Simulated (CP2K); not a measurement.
Consider 2-cyanooxazole at its PBE geometry (Å).

```xyz
9

N     3.3472   -0.3988   -0.1311
C     2.1857   -0.3050   -0.1324
C     0.7763   -0.1804   -0.1113
N    -0.1171   -0.9523   -0.6740
C    -1.3303   -0.3882   -0.3170
C    -1.1066    0.7161    0.4549
O     0.2490    0.8735    0.6019
H    -2.2734   -0.8153   -0.6394
H    -1.7307    1.4503    0.9483
```

Method: CP2K XAS_TDP, all-electron GAPW, PBEh(45%), aug-cc-pVDZ, TDA, GW2X-corrected core level, no relativity.

Where do the C K-edge lines lie, and how strong are they?

Leading lines: C2 288.45 eV, C3 288.82 eV, C5 288.42 eV and C6 288.30 eV. The leading line of an atom is its first one with 35 % of the strongest within 2.5 eV of its lowest line over the strength cut. Core ionisation energies at this level: C3 295.58, C5 293.64, C2 294.53 and C6 294.53 eV.

The first six lines of each atom with a strength over 0.0015:

```csv
atom,energy (eV),states,"strength, one atom",above the computed threshold
C2 (bonded to C and N),288.45,1,0.0318,
,288.79,1,0.0500,
,292.55,1,0.0264,
,293.81,1,0.0088,
,293.98,1,0.0047,
,294.59,1,0.0034,yes
"C3 (bonded to C, N and O)",288.82,1,0.0451,
,291.93,1,0.0175,
,293.77,1,0.0050,
,294.40,1,0.0239,
,294.58,1,0.0040,
,294.74,1,0.0070,
"C5 (bonded to C, N and H)",288.42,1,0.0470,
,289.38,1,0.0090,
,291.40,1,0.0110,
,292.13,1,0.0070,
,292.32,1,0.0021,
,292.44,1,0.0042,
"C6 (bonded to C, O and H)",288.30,1,0.0508,
,291.52,1,0.0056,
,291.98,1,0.0267,
,292.29,1,0.0126,
,293.23,1,0.0036,
,293.71,1,0.0039,
```

Lines are vertical, at one geometry, with no vibrational structure. GW2X ionisation energies and lines can be off by 1 to 2 eV either way, and a good line position may hide errors that cancel. These values hold no scalar relativity, about 0.1 eV for C 1s. Rydberg lines, and the discretised continuum above threshold, depend on the basis and the box.

[Banner, clock and machine lines of the logs are left out without a mark of their own.]

[Logs are printed without paths, hosts, clocks, repeated set-up lines and the standing remarks that a program may print on its own settings, such as how far it seeks lower states.]

[Hosts, paths, dates, database ids (printed as entryN), source tags and the programs' standing remarks are cut or masked in the printed files.]
